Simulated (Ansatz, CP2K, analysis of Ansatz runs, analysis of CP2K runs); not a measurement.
# Reproducing a measured local vibrational mode: N3VH centre in diamond (CP2K)

How near does this set-up come to the measured local vibrational mode? Subject: N3VH centre in diamond. Set-up: PBE, SR-DZVP, 64-site cell, PBE lattice from Ansatz, k: the zone centre alone, no relaxation. The model is a cell of 64 host atoms with 1 site emptied, N put on another atom's site, N put on another atom's site, N put on another atom's site and H put in between. The frequencies come from force constants among the defect atom and its neighbours, with the masses of the isotopes named.

**The experiment.** C-H stretch, 1H: 3107 cm⁻¹, by FTIR absorption (quoted in “Hydrogen-related defects in diamond: A comparison between observed and calculated FTIR spectra”, 2024, M.C. Day et al., quoting earlier work (2014)). C-H bend, 1H: 1405 cm⁻¹, by FTIR absorption (quoted in “Hydrogen-related defects in diamond: A comparison between observed and calculated FTIR spectra”, 2024, M.C. Day et al., quoting earlier work (1991)). The calculation is set beside it at the end.

Program: CP2K 2026.2. Level of theory: CP2K Gaussian and plane waves DFT, PBE, SR-DZVP basis, GTH potentials; single point of a defect supercell. Results are calculated unless marked as measured.

## Step 1: Set-up

The cell holds 64 atoms: 60 C, 3 N and 1 H. Cell: a = 7.143 Å, b = 7.143 Å, c = 7.143 Å, α = 90.0°, β = 90.0°, γ = 90.0°. It derives from C (space group Fd-3m). Nearest the centre at fractional (0.375, 0.375, 0.375): H64 at 0.45 Å, N4 at 1.55 Å, N41 at 1.55 Å, N26 at 1.55 Å, C48 at 1.55 Å, C14 at 2.53 Å, C13 at 2.53 Å, C5 at 2.53 Å.

The host's primitive cell comes from a first run (plane-wave PAW DFT, PBE; relaxation of the host): vectors of 2.525, 2.525 and 2.525 Å. That is 5.69 Å³ an atom, 0.4 % over the diffraction cell's volume. The supercell is built on it.

## Step 2: Single point on the structure as built, charge 0

The atoms are left on the sites where they were put, and the energy is taken there.

The input, defect.inp:

```
&GLOBAL
  PROJECT defect
  RUN_TYPE ENERGY_FORCE
  PRINT_LEVEL LOW
&END GLOBAL
&FORCE_EVAL
  METHOD QS
  &DFT
    BASIS_SET_FILE_NAME BASIS_MOLOPT
    POTENTIAL_FILE_NAME GTH_POTENTIALS
    &MGRID
      CUTOFF 480
      REL_CUTOFF 60
      NGRIDS 5
    &END MGRID
    &QS
      METHOD GPW
      EPS_DEFAULT 1.0E-11
    &END QS
    &SCF
      SCF_GUESS ATOMIC
      EPS_SCF 1.0E-6
      MAX_SCF 40
      &OT ON
        MINIMIZER DIIS
        PRECONDITIONER FULL_ALL
        ENERGY_GAP 0.001
      &END OT
      &OUTER_SCF ON
        EPS_SCF 1.0E-6
        MAX_SCF 8
      &END OUTER_SCF
    &END SCF
    &XC
      &XC_FUNCTIONAL PBE
      &END XC_FUNCTIONAL
    &END XC
    &PRINT
      &MULLIKEN ON
        &EACH
          QS_SCF 0
          GEO_OPT 0
          CELL_OPT 0
          MD 0
        &END EACH
        ADD_LAST NUMERIC
      &END MULLIKEN
      &MO_CUBES ON
        NHOMO 8
        NLUMO 5
        WRITE_CUBE F
        &EACH
          QS_SCF 0
          GEO_OPT 0
          CELL_OPT 0
          MD 0
        &END EACH
        ADD_LAST NUMERIC
      &END MO_CUBES
    &END PRINT
  &END DFT
  &SUBSYS
    &CELL
      A 7.1431635100 0.0000000000 -0.0000000000
      B 0.0000000000 7.1431635100 -0.0000000000
      C 0.0000000000 0.0000000000 7.1431635100
      PERIODIC XYZ
    &END CELL
    &COORD
      C   0.0000000000 0.0000000000 1.7857908775
      C   0.0000000000 1.7857908775 -0.0000000000
      C   1.7857908775 0.0000000000 -0.0000000000
      N   1.7857908775 1.7857908775 1.7857908775
      C   0.8928954387 0.8928954387 2.6786863162
      C   0.8928954387 2.6786863162 0.8928954387
      C   2.6786863162 0.8928954387 0.8928954387
      C   0.0000000000 0.0000000000 5.3573726325
      C   0.0000000000 1.7857908775 3.5715817550
      C   1.7857908775 0.0000000000 3.5715817550
      C   1.7857908775 1.7857908775 5.3573726325
      C   0.8928954387 0.8928954387 6.2502680712
      C   0.8928954387 2.6786863162 4.4644771937
      C   2.6786863162 0.8928954387 4.4644771937
      C   2.6786863162 2.6786863162 6.2502680712
      C   0.0000000000 3.5715817550 1.7857908775
      C   0.0000000000 5.3573726325 -0.0000000000
      C   1.7857908775 3.5715817550 -0.0000000000
      C   1.7857908775 5.3573726325 1.7857908775
      C   0.8928954387 4.4644771937 2.6786863162
      C   0.8928954387 6.2502680712 0.8928954387
      C   2.6786863162 4.4644771937 0.8928954387
      C   2.6786863162 6.2502680712 2.6786863162
      C   0.0000000000 3.5715817550 5.3573726325
      C   0.0000000000 5.3573726325 3.5715817550
      N   1.7857908775 3.5715817550 3.5715817550
      C   1.7857908775 5.3573726325 5.3573726325
      C   0.8928954387 4.4644771937 6.2502680712
      C   0.8928954387 6.2502680712 4.4644771937
      C   2.6786863162 4.4644771937 4.4644771937
      C   2.6786863162 6.2502680712 6.2502680712
      C   3.5715817550 0.0000000000 1.7857908775
      C   3.5715817550 1.7857908775 -0.0000000000
      C   5.3573726325 0.0000000000 -0.0000000000
      C   5.3573726325 1.7857908775 1.7857908775
      C   4.4644771937 0.8928954387 2.6786863162
      C   4.4644771937 2.6786863162 0.8928954387
      C   6.2502680712 0.8928954387 0.8928954387
      C   6.2502680712 2.6786863162 2.6786863162
      C   3.5715817550 0.0000000000 5.3573726325
      N   3.5715817550 1.7857908775 3.5715817550
      C   5.3573726325 0.0000000000 3.5715817550
      C   5.3573726325 1.7857908775 5.3573726325
      C   4.4644771937 0.8928954387 6.2502680712
      C   4.4644771937 2.6786863162 4.4644771937
      C   6.2502680712 0.8928954387 4.4644771937
      C   6.2502680712 2.6786863162 6.2502680712
      C   3.5715817550 3.5715817550 1.7857908775
      C   3.5715817550 5.3573726325 -0.0000000000
      C   5.3573726325 3.5715817550 -0.0000000000
      C   5.3573726325 5.3573726325 1.7857908775
      C   4.4644771937 4.4644771937 2.6786863162
      C   4.4644771937 6.2502680712 0.8928954387
      C   6.2502680712 4.4644771937 0.8928954387
      C   6.2502680712 6.2502680712 2.6786863162
      C   3.5715817550 3.5715817550 5.3573726325
      C   3.5715817550 5.3573726325 3.5715817550
      C   5.3573726325 3.5715817550 3.5715817550
      C   5.3573726325 5.3573726325 5.3573726325
      C   4.4644771937 4.4644771937 6.2502680712
      C   4.4644771937 6.2502680712 4.4644771937
      C   6.2502680712 4.4644771937 4.4644771937
      C   6.2502680712 6.2502680712 6.2502680712
      H   2.9356330509 2.9356330509 2.4217395816
    &END COORD
    &KIND C
      BASIS_SET DZVP-MOLOPT-SR-GTH-q4
      POTENTIAL GTH-PBE-q4
    &END KIND
    &KIND N
      BASIS_SET DZVP-MOLOPT-SR-GTH-q5
      POTENTIAL GTH-PBE-q5
    &END KIND
    &KIND H
      BASIS_SET DZVP-MOLOPT-SR-GTH-q1
      POTENTIAL GTH-PBE-q1
    &END KIND
    &PRINT
      &ATOMIC_COORDINATES ON
      &END ATOMIC_COORDINATES
      &CELL ON
      &END CELL
    &END PRINT
  &END SUBSYS
  &PRINT
    &FORCES ON
    &END FORCES
  &END PRINT
&END FORCE_EVAL
```

Command:

```sh
> OMP_NUM_THREADS=2 mpirun -n 2 cp2k.psmp -i defect.inp -o defect.out
```

Numbers of over 12 decimals in the logs are rounded to 6 here.

The program printed:

```text
zr89ljc/relax

 CP2K| version string:                                       CP2K version 2026.2
 CP2K| Input file name                                                defect.inp

 GLOBAL| Force Environment number                                              1
 GLOBAL| Basis set file name                                        BASIS_MOLOPT
 GLOBAL| Potential file name                                      GTH_POTENTIALS
 GLOBAL| MM Potential file name                                     MM_POTENTIAL
 GLOBAL| Coordinate file name                                      __STD_INPUT__
 GLOBAL| Method name                                                        CP2K
 GLOBAL| Project name                                                     defect
 GLOBAL| Run type                                                   ENERGY_FORCE
 GLOBAL| FFT library                                                       FFTW3
 GLOBAL| Diagonalization library                                       ScaLAPACK
 GLOBAL| Cholesky decomposition library                                ScaLAPACK
 GLOBAL| DGEMM library                                                      BLAS
 GLOBAL| Direct generalized diagonalization requested                          F
 GLOBAL| Matrix multiplication library                                 ScaLAPACK
 GLOBAL| Global print level                                                  LOW
 GLOBAL| Total number of message passing processes                             2
 GLOBAL| Number of threads for this process                                    2
 GLOBAL| CPU model name                                                  UNKNOWN

 CELL| Volume [angstrom^3]:                                           364.478382
 CELL| Vector a [angstrom]:       7.143     0.000     0.000   |a| =     7.143164
 CELL| Vector b [angstrom]:       0.000     7.143     0.000   |b| =     7.143164
 CELL| Vector c [angstrom]:       0.000     0.000     7.143   |c| =     7.143164
 CELL| Angle (b,c), alpha [degree]:                                    90.000000
 CELL| Angle (a,c), beta  [degree]:                                    90.000000
 CELL| Angle (a,b), gamma [degree]:                                    90.000000
 CELL| Numerically orthorhombic:                                             YES
 CELL| Periodicity                                                           XYZ

 CELL_REF| Volume [angstrom^3]:                                       364.478382
 CELL_REF| Vector a [angstrom     7.143     0.000     0.000   |a| =     7.143164
 CELL_REF| Vector b [angstrom     0.000     7.143     0.000   |b| =     7.143164
 CELL_REF| Vector c [angstrom     0.000     0.000     7.143   |c| =     7.143164
 CELL_REF| Angle (b,c), alpha [degree]:                                90.000000
 CELL_REF| Angle (a,c), beta  [degree]:                                90.000000
 CELL_REF| Angle (a,b), gamma [degree]:                                90.000000
 CELL_REF| Numerically orthorhombic:                                         YES
 CELL_REF| Periodicity                                                       XYZ

 GENERATE|  Preliminary Number of Bonds generated:                             0
 GENERATE|  Achieved consistency in connectivity generation.

 *******************************************************************************
 *******************************************************************************
 **            Copyright (C) by CP2K developers group (2000-2026)             **
 *******************************************************************************

 TOTAL NUMBERS AND MAXIMUM NUMBERS

  Total number of            - Atomic kinds:                                   3
                             - Atoms:                                         64
                             - Shell sets:                                    64
                             - Shells:                                       318
                             - Primitive Cartesian functions:                320
                             - Cartesian basis functions:                    887
                             - Spherical basis functions:                    824

  Maximum angular momentum of- Orbital basis functions:                        2
                             - Local part of the GTH pseudopotential:          2
                             - Non-local part of the GTH pseudopotential:      0

 MODULE QUICKSTEP: ATOMIC COORDINATES IN ANGSTROM

   Atom Kind Element         X             Y             Z       Z(eff)     Mass
      1    1 C     6      0.000000      0.000000      1.785791   4.0000  12.0107
      2    1 C     6      0.000000      1.785791     -0.000000   4.0000  12.0107
      3    1 C     6      1.785791      0.000000     -0.000000   4.0000  12.0107
      4    2 N     7      1.785791      1.785791      1.785791   5.0000  14.0067
      5    1 C     6      0.892895      0.892895      2.678686   4.0000  12.0107
      6    1 C     6      0.892895      2.678686      0.892895   4.0000  12.0107
      7    1 C     6      2.678686      0.892895      0.892895   4.0000  12.0107
      8    1 C     6      0.000000      0.000000      5.357373   4.0000  12.0107
      9    1 C     6      0.000000      1.785791      3.571582   4.0000  12.0107
[...]
Preconditioner : FULL_ALL            : diagonalization, state selective
  Precond_solver : DEFAULT
  stepsize       :    0.15000000                  energy_gap     :    0.00100000
  eps_taylor     :   0.10000E-15                  max_taylor     :             4
  ----------------------------------- OT ---------------------------------------

  Step     Update method      Time    Convergence         Total energy    Change
  ------------------------------------------------------------------------------
[...]
2 OT DIIS     0.15E+00    4.2     0.00005954      -371.5808972201 -2.20E-04
     3 OT DIIS     0.15E+00    4.2     0.00004813      -371.5809318535 -3.46E-05
     4 OT DIIS     0.15E+00    4.2     0.00000367      -371.5809400645 -8.21E-06
     5 OT DIIS     0.15E+00    4.2     0.00000127      -371.5809401153 -5.08E-08
     6 OT DIIS     0.15E+00    4.2     0.00000046      -371.5809401214 -6.05E-09

  *** SCF run converged in     6 steps ***

  Electronic density on regular grids:       -256.0000000000        0.0000000000
  Core density on regular grids:              255.9999999980       -0.0000000020
  Total charge density on r-space grids:       -0.0000000020
  Total charge density g-space grids:          -0.0000000020

  Overlap energy of the core charge distribution:               8.76618e-07
  Self energy of the core charge distribution:               -876.062806
  Core Hamiltonian energy:                                    275.572498
  Hartree energy:                                             343.562700
  Exchange-correlation energy:                               -114.653333

  Total energy:                                              -371.580940

  outer SCF iter =    2 RMS gradient =   0.46E-06 energy =       -371.5809401214
  outer SCF loop converged in   2 iterations or   46 steps

 !-----------------------------------------------------------------------------!
                     Mulliken Population Analysis

 #  Atom  Element  Kind  Atomic population                           Net charge
       1     C        1          4.004364                             -0.004364
       2     C        1          4.004815                             -0.004815
       3     C        1          4.004814                             -0.004814
       4     N        2          5.065449                             -0.065449
       5     C        1          3.967510                              0.032490
       6     C        1          3.966126                              0.033874
       7     C        1          3.966128                              0.033872
       8     C        1          3.996374                              0.003626
       9     C        1          4.015464                             -0.015464
      10     C        1          4.015465                             -0.015465
[...]
60     C        1          3.996589                              0.003411
      61     C        1          3.999360                              0.000640
      62     C        1          3.999359                              0.000641
      63     C        1          3.998227                              0.001773
      64     H        3          0.908440                              0.091560
 # Total charge                            256.000000                 -0.000000

 !-----------------------------------------------------------------------------!

  Eigenvalues of the occupied subspace spin            1
 ---------------------------------------------
      -0.38475388     -0.31400539     -0.31400416     -0.30672311
      -0.29909570     -0.29909567     -0.29201279     -0.24893086
      -0.24893000     -0.22752008     -0.22035379     -0.22025058
      -0.22025012     -0.21847803     -0.21847792     -0.21771615
      -0.21581754     -0.21581725     -0.20060726     -0.17846011
      -0.17845859     -0.17594764     -0.16189247     -0.08869087
      -0.08868917     -0.08442769     -0.08294890     -0.07995929
      -0.07995868     -0.06441124     -0.06441065     -0.06056453
      -0.05477873     -0.04869078     -0.04868818     -0.03842931
      -0.03678632     -0.03678561     -0.03442387     -0.03442374
[...]
0.29585340      0.29585407      0.29864524      0.29946897
       0.29947053      0.30029089      0.30131880      0.30132172
       0.30395170      0.30395300      0.36494792      0.36616289
       0.36616386      0.41648998      0.42063331      0.42063434
 Fermi Energy [eV] :   11.446042

  Using OT eigensolver for additional unoccupied orbitals spin            1
  Lowest Eigenvalues of the unoccupied subspace spin            1
 -----------------------------------------------------
 OT| Eigensolver reached convergence in 243 iterations
       0.55480630      0.57022565      0.57022684      0.57376741
       0.57377180

 HOMO - LUMO gap [eV] :    3.651005

 ENERGY| Total FORCE_EVAL ( QS ) energy [hartree]           -371.580940

 FORCES| Atomic forces [hartree/bohr]
 FORCES|   Atom     x               y               z               |f|
 FORCES|      1 -1.07649301E-03 -1.07706665E-03  1.83938462E-03   2.38793751E-03
 FORCES|      2 -1.74858164E-03  2.58788998E-03 -9.23283061E-04   3.25686413E-03
 FORCES|      3  2.58769282E-03 -1.74887080E-03 -9.22952795E-04   3.25676912E-03
 FORCES|      4 -4.18250238E-02 -4.18248386E-02 -3.56100138E-02   6.90414573E-02
 FORCES|      5  9.27991643E-03  9.27984664E-03 -2.00316695E-02   2.39478639E-02
 FORCES|      6  8.82362172E-03 -1.94401230E-02  7.87230977E-03   2.27540753E-02
 FORCES|      7 -1.94405654E-02  8.82320257E-03  7.87251901E-03   2.27543631E-02
 FORCES|      8 -4.20674763E-04 -4.21342026E-04  4.20845086E-04   7.29113808E-04
 FORCES|      9  8.77555127E-03  7.54776173E-03 -7.54811824E-03   1.38185779E-02
 FORCES|     10  7.54748950E-03  8.77525581E-03 -7.54779832E-03   1.38180669E-02
[...]
FORCES|     60  1.53180809E-03  1.53226100E-03  6.62637652E-05   2.16763712E-03
 FORCES|     61 -2.20994245E-03  3.77778473E-04  1.70210365E-03   2.81491012E-03
 FORCES|     62  3.78639064E-04 -2.20946911E-03  1.70216491E-03   2.81469122E-03
 FORCES|     63 -2.75217919E-04 -2.76402843E-04  2.76450630E-04   4.78088261E-04
 FORCES|     64  1.69177772E-02  1.69177896E-02 -1.69179211E-02   2.93025399E-02
 FORCES| Sum    -8.00725242E-06 -8.00894032E-06  8.00789464E-06
 FORCES| Total atomic force                                       1.38703134E-05
```

Wall time 3.5 min (4 threads of Arm Neoverse V1, shared host); peak memory 0.86 GiB; 13 min of CPU time.

The run converged, but on settings that a careful run would not use, so its numbers are not the defect's.

(Part 1 of 2 ends here.)

[Logs are printed without paths, hosts, clocks, repeated set-up lines and the standing remarks that a program may print on its own settings, such as how far it seeks lower states.]

[Hosts, paths, dates, database ids (printed as entryN), source tags and the programs' standing remarks are cut or masked in the printed files.]

[For some hosts the program warned that the k-mesh of the response run may be too coarse for force constants and the static dielectric constant; such warnings are not shown here.]
